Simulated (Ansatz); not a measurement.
**Ag2Bi (built on the sites of a database entry of YAu2): from the cell to its phonons**

Task: relax Ag2Bi (built on the sites of a database entry of YAu2), then find its harmonic phonons.

Calculated with Ansatz 0.2.0; DFT PBEsol, scalar-relativistic, plane waves, PAW.

The structure was built from a prototype and need not be the compound's stable phase.

## 1. Set-up

It takes space group I4/mmm (No. 139, tetragonal). Conventional cell: a = 3.491 Å, b = 3.491 Å, c = 8.468 Å, α = 90.00°, β = 90.00°, γ = 90.00°. Bi has 10 Ag at 2.84 Å nearest. Nearest to Ag lie 5 Ag at 2.80 to 2.86 Å and 5 Bi at 2.84 Å. Farther neighbours are not listed.

## 2. Coarse relaxation

The start is far from rest, so a relaxation with loose tolerances brings it close first.

Input file input.yaml:

```yaml
crystal:
  lattice:
    - [-1.74532, 1.74532, 4.23399]
    - [1.74532, -1.74532, 4.23399]
    - [1.74532, 1.74532, -4.23399]
  atoms:
    - { symbol: Bi, position: [0.0, 0.0, 0.0] }
    - { symbol: Ag, position: [0.66514673, 0.66514673, 0.0] }
    - { symbol: Ag, position: [0.33485327, 0.33485327, 0.0] }
kpoints:
  mp_grid: { grid: [8, 8, 8] }
hamiltonian:
  xc: pbesol
scf:
  occupations: { method: gaussian, width: 0.1 }
output:
  forces: true
  stress: true
  eigenvalues: true
relax:
  adjacent_minimum: "off"
  f_tol: 0.05
  max_steps: 80
  cell: { stress_tol: 0.5 }
```

Launch:

```bash
$ ansatz run input.yaml --threads 8 --pin off --max-ram 14336MiB --backend cpu --events-out ev --progress --plain --runs-dir out
```

Numbers of over 12 decimals in the logs are rounded to 6 here.

The program printed:

```text
The last accepted step is kept in <dir> (removed where the run ends without a failure and the disk answers)
Engine: ansatz 0.2.0, aarch64-unknown-linux-gnu
Pseudopotentials: kind: paw
Pseudopotential: Bi, paw, valence charge 15, recommended cutoff 420 eV (normal), Bi.paw.azcp
Pseudopotential: Ag, paw, valence charge 19, recommended cutoff 420 eV (normal), Ag.paw.azcp
Functional definition: PBEsol
  exchange = pbesol_x
[...]
F+E_penalty+E_count = -27286.23859646 eV   max|allowed force component| = 2.253e-2 eV/Å   (the final SCF, on the basis selected at the relaxed cell)
  cell:  # Å, volume = 63.1307 Å³
    - [-1.757464, 1.757464, 5.109842]
    - [1.757464, -1.757464, 5.109842]
    - [1.757464, 1.757464, -5.109842]
  atoms:
    - { symbol: Bi, position: [0, 0, 0] }
    - { symbol: Ag, position: [0.683372, 0.683372, 0] }
    - { symbol: Ag, position: [0.316628, 0.316628, 0] }
[key lines of the parts left out:]
SCF converged after 4 iterations
Free energy (F): -27286.238596 eV
Fermi energy:    15.253974 eV
P = ⅓ Tr σ = -0.0244 GPa (-0.244 kbar)
```

It took 11 s on 8 threads of Arm Neoverse V2, shared host; peak memory 0.52 GiB; 75 s of CPU time.

Step by step:

```csv
step,energy less that of the first step (eV),largest force component (eV/Å),pressure (GPa),volume (Å³)
1,0.0000,0.7567,29.02,51.59
2,-0.8157,0.1628,5.78,59.52
3,-0.8742,0.0910,1.73,61.86
4,-0.8853,0.0616,0.03,62.98
5,-0.8969,0.0075,-0.60,63.36
6,-0.9194,0.1570,-0.41,63.26
7,-0.9282,0.0450,-0.12,62.83
8*,-0.9443,0.0457,0.41,62.83
9,-0.9601,0.0069,-0.34,63.37
10,-0.9587,0.1194,0.75,62.77
11,-0.9628,0.0226,-0.02,63.13
12*,-0.9628,0.0225,-0.02,63.13
```

Relaxation steps marked * repeat the geometry before them on a plane-wave basis chosen anew for their cell, so energy and pressure can jump there. Relaxation step 10 was tried and not accepted.

The run keeps the 16 symmetry operations that it works with, so distortions that break them were not tested.

```csv
cell as run,before,after,change
a (Å),4.901,5.682,+15.9 %
b (Å),4.901,5.682,+15.9 %
c (Å),4.901,5.682,+15.9 %
α (°),138.28,143.97,+4.1 %
β (°),138.28,143.97,+4.1 %
γ (°),60.48,51.88,-14.2 %
volume (Å³/atom),17.20,21.04,+22.4 %
```

The atoms that moved most (Å, as changes of fractional coordinates times the final cell):

```csv
atom,dx,dy,dz,length
Ag2,0.000,0.000,0.186,0.186
Ag3,0.000,0.000,-0.186,0.186
```

The relaxed structure:

```
Bi Ag
1.0
    -1.75746    1.75746    5.10984
     1.75746   -1.75746    5.10984
     1.75746    1.75746   -5.10984
Bi Ag
1 2
Direct
  0.00000 0.00000 0.00000
  0.68337 0.68337 0.00000
  0.31663 0.31663 0.00000
```

Numbers from this step:

```yaml
pressure: -0.02439 GPa
volume_per_atom: 21.04 Å³
gap_on_the_k_mesh: 0 eV
```

In this step the volume went from 17.20 to 21.04 Å³/atom.

## 3. Relaxation

Harmonic phonons are second derivatives at a point where the forces vanish, and they are wanted at zero stress, so atoms and cell are relaxed first.

Input file input.yaml:

```yaml
crystal:
  lattice:
    - [-1.7574642986, 1.7574642986, 5.1098417529]
    - [1.7574642986, -1.7574642986, 5.1098417529]
    - [1.7574642986, 1.7574642986, -5.1098417529]
  atoms:
    - { symbol: Bi, position: [0.0, 0.0, 0.0] }
    - { symbol: Ag, position: [0.683371538, 0.683371538, 0.0] }
    - { symbol: Ag, position: [0.316628462, 0.316628462, 0.0] }
kpoints:
  mp_grid: { grid: [16, 16, 16] }
hamiltonian:
  xc: pbesol
scf:
  occupations: { method: gaussian, width: 0.1 }
output:
  forces: true
  stress: true
  eigenvalues: true
  write_density: true
  write_potential: true
  elf: true
  volumetric_format: npy
relax:
  adjacent_minimum: "off"
  f_tol: 0.005
  max_steps: 80
  cell: { stress_tol: 0.05 }
```

The program printed:

```text
[...]
Crystal: 3 atoms, lattice volume = 63.131 Å³
Basis set: ecut = 420 eV, 1233 PW (Γ), exchange–correlation on 80×80×80 points (8 copies of the dense FFT grid, shifted against one another)
Bands: 32, of which v1, the nominal top of the filled ones, is band 27 counted from 1 (26 counted from 0)
Symmetry: 16 space group operations
[...]
k-points: 349 of 4096
[...]
SCF iter   1: F=—  HF=-27286.228771 eV  |F-HF|=—  |Δ(HF+E_count)|=         —  Δρ=7.38e-3  dr2=3.35e-2  ethr=1.77e-3  ⟨swp⟩=6.0  Hψ=40273  notcnv=0
[...]
SCF iter   7: F=-27286.220829 eV  HF=-27286.220829 eV  |F-HF|=8.62e-9  |Δ(HF+E_count)|=   2.37e-8  Δρ=4.06e-6  dr2=1.50e-8  ethr=1.89e-10  ⟨swp⟩=12.5  Hψ=81427  notcnv=0
SCF 1 converged in 7 iterations: F = -27286.220829 eV  dr2 = 1.50e-8
[...]
relax step   1: F+E_penalty+E_count = -27286.22082904 eV  Δ(F+E_penalty+E_count) = +0.000e0 eV  max|allowed force component| = 2.770e-2 eV/Å  Δτ_max = 0.0000 Å  P = -0.013 GPa  Ω = 63.131 Å³  (7 SCF iters, dr2 threshold 1.00e-7 eV, accepted)
Crystal: 3 atoms, lattice volume = 63.165 Å³
Basis set: ecut = 420 eV, 1217 PW (Γ), exchange–correlation on 80×80×80 points (8 copies of the dense FFT grid, shifted against one another)
[...]
SCF iter   5: F=-27286.221050 eV  HF=-27286.221050 eV  |F-HF|=2.05e-8  |Δ(HF+E_count)|=   1.08e-7  Δρ=5.44e-6  dr2=3.04e-8  ethr=9.05e-11  ⟨swp⟩=7.2  Hψ=76394  notcnv=0
SCF 2 converged in 5 iterations: F = -27286.221050 eV  dr2 = 3.04e-8
relax step   2: F+E_penalty+E_count = -27286.22105012 eV  Δ(F+E_penalty+E_count) = -2.211e-4 eV  max|allowed force component| = 3.322e-3 eV/Å  Δτ_max = 0.0058 Å  P = -0.012 GPa  Ω = 63.165 Å³  energy of the carried Pulay correction = -8.162e-6 eV  (5 SCF iters, dr2 threshold 4.80e-8 eV, accepted)
Crystal: 3 atoms, lattice volume = 63.151 Å³
[...]
SCF iter   5: F=-27286.221104 eV  HF=-27286.221104 eV  |F-HF|=2.91e-9  |Δ(HF+E_count)|=   1.57e-9  Δρ=2.35e-6  dr2=3.38e-9  ethr=1.48e-11  ⟨swp⟩=8.1  Hψ=65647  notcnv=0
SCF 3 converged in 5 iterations: F = -27286.221104 eV  dr2 = 3.38e-9
relax step   3: F+E_penalty+E_count = -27286.22110357 eV  Δ(F+E_penalty+E_count) = -5.345e-5 eV  max|allowed force component| = 3.888e-3 eV/Å  Δτ_max = 0.0016 Å  P = +0.023 GPa  Ω = 63.151 Å³  energy of the carried Pulay correction = -4.925e-6 eV  (5 SCF iters, dr2 threshold 7.82e-9 eV, accepted)
[...]
relax step   4: F+E_penalty+E_count = -27286.22114024 eV  Δ(F+E_penalty+E_count) = -3.667e-5 eV  max|allowed force component| = 7.408e-3 eV/Å  Δτ_max = 0.0012 Å  P = -0.034 GPa  Ω = 63.206 Å³  energy of the carried Pulay correction = -1.800e-5 eV  (5 SCF iters, dr2 threshold 1.43e-8 eV, accepted)
[...]
relax step   5: F+E_penalty+E_count = -27286.22118554 eV  Δ(F+E_penalty+E_count) = -4.530e-5 eV  max|allowed force component| = 5.659e-3 eV/Å  Δτ_max = 0.0006 Å  P = +0.038 GPa  Ω = 63.156 Å³  energy of the carried Pulay correction = -6.042e-6 eV  (5 SCF iters, dr2 threshold 3.43e-9 eV, accepted)
[...]
relax step   6: F+E_penalty+E_count = -27286.22119022 eV  Δ(F+E_penalty+E_count) = -4.681e-6 eV  max|allowed force component| = 2.257e-4 eV/Å  Δτ_max = 0.0011 Å  P = +0.002 GPa  Ω = 63.177 Å³  energy of the carried Pulay correction = -1.114e-5 eV  (5 SCF iters, dr2 threshold 2.00e-9 eV, accepted)
[...]
SCF iter   4: F=-27286.221201 eV  HF=-27286.221201 eV  |F-HF|=7.28e-12  |Δ(HF+E_count)|=  7.28e-12  Δρ=1.19e-7  dr2=2.17e-11  ethr=1.00e-12  ⟨swp⟩=7.9  Hψ=60949  notcnv=0
SCF 7 converged in 4 iterations: F = -27286.221201 eV  dr2 = 2.17e-11
relax step   7: F+E_penalty+E_count = -27286.22120141 eV  Δ(F+E_penalty+E_count) = -1.119e-5 eV  max|allowed force component| = 2.275e-4 eV/Å  Δτ_max = 0.0000 Å  P = +0.002 GPa  Ω = 63.177 Å³  stress off target by 1.87e-3 GPa  SCF on the basis re-selected at this cell (its energy is not comparable with the rows above)  (4 SCF iters)
[...]
SCF converged after 4 iterations
Free energy (F): -27286.221201 eV
[...]
Internal energy: -27286.215992 eV  (E = F + TS)
E sigma→0 (E₀):  -27286.218597 eV
Entropy (-TS):   -0.005209 eV (-1.736 meV/atom)
Fermi energy:    15.239736 eV
[...]
--- Forces (eV/Å), atoms counted from 1 ---
  atom   1  Bi     0.00000000     0.00000000    -0.00000000
  atom   2  Ag     0.00000000     0.00000000    -0.00022748
  atom   3  Ag     0.00000000     0.00000000     0.00022748
  max |Σ_I F_I| component: 4.42e-18 eV/Å
--- Stress (GPa, compression-positive) ---
        0.001476       0.000000      -0.000000
        0.000000       0.001476      -0.000000
       -0.000000       0.000000       0.001869
  P = ⅓ Tr σ = 0.0016 GPa (0.016 kbar)
--- Band table (eV; the first three rows and the last of 349) ---
  k-point 0: bands = [... 23 lower, 11.7547, 12.4473, 12.7095, 17.9731, 17.9731, 20.0113, 21.6575, 21.6575, ... 1 higher]
  k-point 1: bands = [... 23 lower, 11.7484, 12.5079, 12.8108, 17.1398, 17.6059, 20.7996, 21.0056, 21.2546, ... 1 higher]
  k-point 2: bands = [... 23 lower, 11.6977, 12.7106, 13.1417, 15.9485, 16.8306, 19.6929, 20.3656, 22.6511, ... 1 higher]
  k-point 348: bands = [... 23 lower, 11.2567, 11.7614, 16.7602, 16.7602, 18.2057, 18.4777, 22.4739, 23.6900, ... 1 higher]
--- Relaxed structure (6 steps of the walk, 6 accepted, 1 SCFs on fresh bases) ---
[...]
cell:  # Å, volume = 63.1772 Å³
    - [-1.750430, 1.750430, 5.154789]
    - [1.750430, -1.750430, 5.154789]
    - [1.750430, 1.750430, -5.154789]
  atoms:
    - { symbol: Bi, position: [0, 0, 0] }
    - { symbol: Ag, position: [0.684047, 0.684047, 0] }
    - { symbol: Ag, position: [0.315953, 0.315953, 0] }
```

The job ended after 34 s (8 threads; peak memory 0.87 GiB; 4.4 min of CPU time).

The steps of the relaxation:

```csv
step,energy less that of the first step (eV),largest force component (eV/Å),pressure (GPa),volume (Å³)
1,0.0000,0.0277,-0.01,63.13
2,-0.0002,0.0033,-0.01,63.16
3,-0.0003,0.0039,0.02,63.15
4,-0.0003,0.0074,-0.03,63.21
5,-0.0004,0.0057,0.04,63.16
6,-0.0004,0.0002,0.00,63.18
7*,-0.0004,0.0002,0.00,63.18
```

Relaxation steps marked * repeat the geometry before them on a plane-wave basis chosen anew for their cell, so energy and pressure can jump there.

The run keeps the 16 symmetry operations that it works with, so distortions that break them were not tested.

```csv
"conventional cell, symmetrised",before,after,change
a (Å),3.515,3.501,-0.4 %
b (Å),3.515,3.501,-0.4 %
c (Å),10.220,10.310,+0.9 %
volume (Å³/atom),21.04,21.06,+0.1 %
```

The relaxed structure:

```xyz
3
Lattice="-1.7504 1.7504 5.1548 1.7504 -1.7504 5.1548 1.7504 1.7504 -5.1548" Properties=species:S:1:pos:R:3 pbc="T T T"
Bi    0.0000    0.0000    0.0000
Ag    0.0000    0.0000    7.0522
Ag    0.0000    0.0000    3.2573
```

Numbers from this step:

```
pressure        : 0.001607 GPa
volume per atom : 21.06 Å³
```

ELF in the ab plane of the cell as run, not the conventional one, at fractional z = 0.000, with atoms of Bi and Ag within 0.2 Å of it. It is the smooth field of the valence electrons, not physical close to the nuclei.

Values, 16 rows by 16 columns, each cell a mean:
```
0.14 0.11 0.33 0.42 0.32 0.21 0.18 0.18 0.19 0.19 0.18 0.19 0.25 0.36 0.41 0.21
0.27 0.21 0.33 0.43 0.37 0.24 0.18 0.22 0.30 0.32 0.26 0.20 0.19 0.26 0.37 0.41
0.42 0.41 0.42 0.44 0.38 0.27 0.18 0.24 0.41 0.51 0.49 0.36 0.22 0.19 0.26 0.36
0.34 0.39 0.41 0.41 0.38 0.29 0.19 0.23 0.42 0.61 0.69 0.60 0.40 0.22 0.19 0.25
0.23 0.28 0.32 0.34 0.34 0.28 0.19 0.19 0.34 0.57 0.78 0.79 0.60 0.36 0.20 0.19
0.19 0.19 0.19 0.21 0.23 0.22 0.18 0.16 0.22 0.42 0.64 0.78 0.69 0.49 0.26 0.18
0.18 0.18 0.19 0.19 0.18 0.17 0.16 0.14 0.16 0.23 0.42 0.57 0.61 0.51 0.32 0.19
0.18 0.21 0.30 0.34 0.30 0.21 0.16 0.14 0.14 0.16 0.22 0.34 0.42 0.41 0.30 0.19
0.18 0.23 0.40 0.52 0.52 0.41 0.24 0.16 0.14 0.14 0.16 0.19 0.23 0.24 0.22 0.18
0.18 0.21 0.39 0.60 0.71 0.64 0.45 0.24 0.16 0.16 0.18 0.19 0.19 0.18 0.18 0.18
0.19 0.19 0.30 0.54 0.76 0.82 0.64 0.41 0.21 0.17 0.22 0.28 0.29 0.27 0.24 0.21
0.25 0.19 0.20 0.36 0.59 0.76 0.71 0.52 0.30 0.18 0.23 0.34 0.38 0.38 0.37 0.32
0.36 0.27 0.19 0.21 0.36 0.54 0.60 0.52 0.34 0.19 0.21 0.34 0.41 0.44 0.43 0.42
0.41 0.37 0.27 0.19 0.20 0.30 0.39 0.40 0.30 0.19 0.19 0.32 0.41 0.42 0.33 0.33
0.21 0.39 0.37 0.27 0.19 0.19 0.21 0.23 0.21 0.18 0.19 0.28 0.39 0.41 0.21 0.11
0.27 0.21 0.41 0.36 0.25 0.19 0.18 0.18 0.18 0.18 0.19 0.23 0.34 0.42 0.27 0.14
```
Columns run along a (5.7 Å), rows up along b (5.7 Å). Atoms in or near the plane, at fractional coordinates: Bi at (0.00, 0.00), Ag at (0.68, 0.68), Ag at (0.32, 0.32).

Electrostatic potential energy in the ab plane of the cell as run, not the conventional one, at fractional z = 0.000, with atoms of Bi and Ag within 0.2 Å of it. With pseudopotentials it is smooth inside the atoms' cores, unlike the true potential.

Values in eV, 16 rows by 16 columns, each cell a mean:
```
-71 -71 -44  -3  12  16  16  14  13  14  16  17  15   7 -19 -61
-54 -64 -46 -11   9  15  15  10   3   1   6  13  16  14   5 -19
 -9 -24 -22  -6   8  14  14   7  -7 -14 -13  -2  11  15  14   7
 11   5   2   5  10  14  15   9  -8 -21 -25 -19  -4  11  16  15
 16  14  12  12  14  16  16  14   0 -18 -28 -29 -19  -2  13  17
 17  16  15  15  16  17  17  17  11  -6 -22 -28 -25 -13   6  16
 16  14  12  12  14  17  17  17  16  10  -6 -18 -21 -14   1  14
 15  10   2  -1   3  11  16  17  17  16  11   0  -8  -7   3  13
 15   9  -6 -15 -15  -5   9  16  17  17  17  14   9   7  10  14
 16  11  -5 -20 -26 -22  -8   9  16  17  17  16  15  14  15  16
 17  15   3 -16 -27 -30 -22  -5  11  17  17  16  14  14  15  16
 15  16  13  -2 -19 -27 -26 -15   3  14  16  14  10   8   9  12
  8  14  16  12  -2 -16 -20 -15  -1  12  15  12   5  -6 -11  -3
-18   4  13  16  13   3  -5  -6   2  12  15  12   2 -22 -46 -44
-61 -26   4  14  16  15  11   9  10  14  16  14   5 -24 -64 -71
-71 -61 -18   8  15  17  16  15  15  16  17  16  11  -9 -54 -71
```
Columns run along a (5.7 Å; values clipped at the 3rd and 97th percentile), rows up along b (5.7 Å). Atoms in or near the plane, at fractional coordinates: Bi at (0.00, 0.00), Ag at (0.68, 0.68), Ag at (0.32, 0.32).

Valence density in the ab plane of the cell as run, not the conventional one, at fractional z = 0.000, with atoms of Bi and Ag within 0.2 Å of it. It is the smooth field of the valence electrons, not physical close to the nuclei.

Ten even steps from '0' (0 e/Å³) to '9' (19 e/Å³), each cell a mean:
```
3310000000000002
2210000000000000
0000000012200000
0000000014641000
0000000003894000
0000000001586200
0000000000134200
0000000000001100
0012210000000000
0014651000000000
0002895100000000
0000386200000000
0000024200000000
0000001100000011
2100000000000023
3200000000000023
```
Columns run along a (5.7 Å), rows up along b (5.7 Å). Atoms in or near the plane, at fractional coordinates: Bi at (0.00, 0.00), Ag at (0.68, 0.68), Ag at (0.32, 0.32).

In this step the volume went from 21.04 to 21.06 Å³/atom.

## 4. Tight relaxation

Phonons need a cell at rest on their own settings, so the relaxation is repeated with tight tolerances on forces and stress on the k mesh and occupations of the first response run.

Input file input.yaml:

```yaml
crystal:
  lattice:
    - [-1.7504301747, 1.7504301747, 5.1547894087]
    - [1.7504301747, -1.7504301747, 5.1547894087]
    - [1.7504301747, 1.7504301747, -5.1547894087]
  atoms:
    - { symbol: Bi, position: [0.0, 0.0, 0.0] }
    - { symbol: Ag, position: [0.6840467238, 0.6840467238, 0.0] }
    - { symbol: Ag, position: [0.3159532762, 0.3159532762, 0.0] }
kpoints:
  mp_grid: { grid: [16, 16, 16] }
hamiltonian:
  xc: pbesol
scf:
  occupations: { method: methfessel_paxton, width: 0.2 }
output:
  forces: true
  stress: true
  eigenvalues: true
relax:
  adjacent_minimum: "off"
  f_tol: 0.001
  max_steps: 60
  cell: { stress_tol: 0.01 }
```

The program printed:

```text
[...]
--- Relaxed structure (6 steps of the walk, 5 accepted, 1 SCFs on fresh bases) ---
[...]
cell:  # Å, volume = 63.1734 Å³
    - [-1.752175, 1.752175, 5.144219]
    - [1.752175, -1.752175, 5.144219]
    - [1.752175, 1.752175, -5.144219]
  atoms:
    - { symbol: Bi, position: [0, 0, 0] }
    - { symbol: Ag, position: [0.684059, 0.684059, 0] }
    - { symbol: Ag, position: [0.315941, 0.315941, 0] }
[key lines of the parts left out:]
SCF converged after 6 iterations
Free energy (F): -27286.218887 eV
Fermi energy:    15.236374 eV
P = ⅓ Tr σ = -0.0004 GPa (-0.004 kbar)
```

It took 27 s on 8 threads; peak memory 0.84 GiB.

Relaxation path:

```csv
step,energy less that of the first step (eV),largest force component (eV/Å),pressure (GPa),volume (Å³)
1,0.0000,0.0008,0.00,63.18
2,0.0000,0.0002,0.00,63.18
3,0.0000,0.0011,0.06,63.13
4,0.0000,0.0008,-0.03,63.20
5,0.0000,0.0031,0.02,63.16
6,0.0000,0.0001,0.00,63.17
7*,0.0000,0.0001,0.00,63.17
```

Relaxation steps marked * repeat the geometry before them on a plane-wave basis chosen anew for their cell, so energy and pressure can jump there. Relaxation step 3 was tried and not accepted.

Forces are held to the 16 operations that the run works with; a distortion that breaks them can't arise in this run.

```csv
"conventional cell, symmetrised",before,after,change
a (Å),3.501,3.504,+0.1 %
b (Å),3.501,3.504,+0.1 %
c (Å),10.310,10.288,-0.2 %
volume (Å³/atom),21.06,21.06,-0.0 %
```

Final coordinates:

```cif
data_structure
_symmetry_space_group_name_H-M 'P 1'
_symmetry_Int_Tables_number 1
_cell_length_a 5.7099
_cell_length_b 5.7099
_cell_length_c 5.7099
_cell_angle_alpha 144.259
_cell_angle_beta 144.259
_cell_angle_gamma 51.440
_cell_volume 63.17
loop_
_atom_site_label
_atom_site_type_symbol
_atom_site_fract_x
_atom_site_fract_y
_atom_site_fract_z
_atom_site_occupancy
Bi1 Bi 0.00000 0.00000 0.00000 1
Ag2 Ag 0.68406 0.68406 0.00000 1
Ag3 Ag 0.31594 0.31594 0.00000 1
```

This step gave:

| Item | Value |
| --- | --- |
| pressure | -4.09e-4 GPa |

The largest force component left is 0.079 meV/Å and the pressure is 0.000 GPa, within the tolerances set. The cell now holds 21.06 Å³/atom.

(Part 1 of 2 ends here.)

[Logs are printed without paths, hosts, clocks, repeated set-up lines and the standing remarks that a program may print on its own settings, such as how far it seeks lower states.]

[Hosts, paths, dates, database ids (printed as entryN), source tags and the programs' standing remarks are cut or masked in the printed files.]
